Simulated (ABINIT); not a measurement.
Records of electronic-structure calculations.

```cif
data_ba2sccuo4
_symmetry_space_group_name_H-M 'P4/mmm'
_symmetry_Int_Tables_number 123
_cell_length_a 4.1770
_cell_length_b 4.1770
_cell_length_c 8.0789
_cell_angle_alpha 90.000
_cell_angle_beta 90.000
_cell_angle_gamma 90.000
_cell_volume 140.95
loop_
_atom_site_label
_atom_site_type_symbol
_atom_site_symmetry_multiplicity
_atom_site_Wyckoff_symbol
_atom_site_fract_x
_atom_site_fract_y
_atom_site_fract_z
_atom_site_occupancy
Ba1 Ba 2 h 0.50000 0.50000 0.76798 1
Sc1 Sc 1 a 0.00000 0.00000 0.00000 1
Cu1 Cu 1 b 0.00000 0.00000 0.50000 1
O1 O 2 f 0.00000 0.50000 0.00000 1
O2 O 2 g 0.00000 0.00000 0.72467 1
_calc_subject 'Ba2ScCuO4 (P4/mmm): G0W0 with ABINIT, start to end'
_calc_method 'RPA screening on PBEsol, plane waves, norm-conserving pseudopotentials (and 2 further levels or steps)'
_calc_program 'ABINIT 10.8.3'
_calc_settings 'cutoff 42 Ha, PseudoDojo scalar-relativistic 0.4.1 standard, norm-conserving, ngkpt (2, 2, 1), nband 266, ecuteps 6.5 Ha, inclvkb 2, shiftk (0, 0, 0), symchi 1, awtr 1, frequency ppm, 2×2×1 k-mesh'
_calc_cost '4 runs, 11 min in all on 4 MPI ranks of Arm Neoverse V2, shared host'
_calc_notes 'In doubt: a PseudoDojo file used here is known to give poor structures and forces, which bears on pressures, cells, forces and phonons. The program’s warnings: nproc spkpt=  >= nkpt= * nsppol=. The cell and positions are those that the Materials Project relaxed with its own functionals (PBE, PBE+U or r2SCAN), kept fixed. Limits: d shell near the gap, gap tends to lie low; no spin-orbit coupling. Local fields lower the RPA ε∞ on this mesh from 5.87 to 5.19; a Γ-centred mesh this coarse tends to raise both, most where the direct gap is narrow, while a short band sum lowers them. The 2×2×1 mesh is coarse for this cell, which bears on the long-range parts of exchange and screening.'
_calc_pbesol_gap '1.93 eV, indirect'
_calc_g0w0_gap_on_the_mesh '2.64 eV'
_calc_g0w0_gap_over_the_zone_rigid_shift '2.62 eV'
_calc_gw_settings '2×2×1 mesh, 266 bands, screening to 176.9 eV, Godby-Needs plasmon pole'
_calc_known_limits 'short of the basis limit; d shell near the gap, gap tends to lie low; no spin-orbit coupling; coarse k mesh'
```

[Long decimals in the printed logs are rounded to 6 places.]

[Logs are printed without paths, hosts, clocks, repeated set-up lines and the standing remarks that a program may print on its own settings, such as how far it seeks lower states.]

[Paths, hosts, dates, memory and timing lines, banners, echoed tables and standing remarks are left out of the program output; an Ansatz launch command may be rebuilt from the run's recorded settings. Measured values are a selection of at most five: reports struck by readers or far from the other reports are left out. None is set beside runs whose start may be inverted or whose files or cutoffs have a known fault.]

[Runs of the session that timed out or met a known fault of the program may be left out.]

[Hosts, paths, dates, database ids (printed as entryN), source tags and the programs' standing remarks are cut or masked in the printed files.]

[G0W0 gaps are taken among the corrected bands and points alone; a level outside them can change the order at an edge.]

[Where Ansatz stands beside ABINIT at settings called matched, ABINIT's density can come from a denser mesh and the files from another edition; pairs whose starting gaps differed by over 0.03 eV were left out, so agreement reads better than it is.]
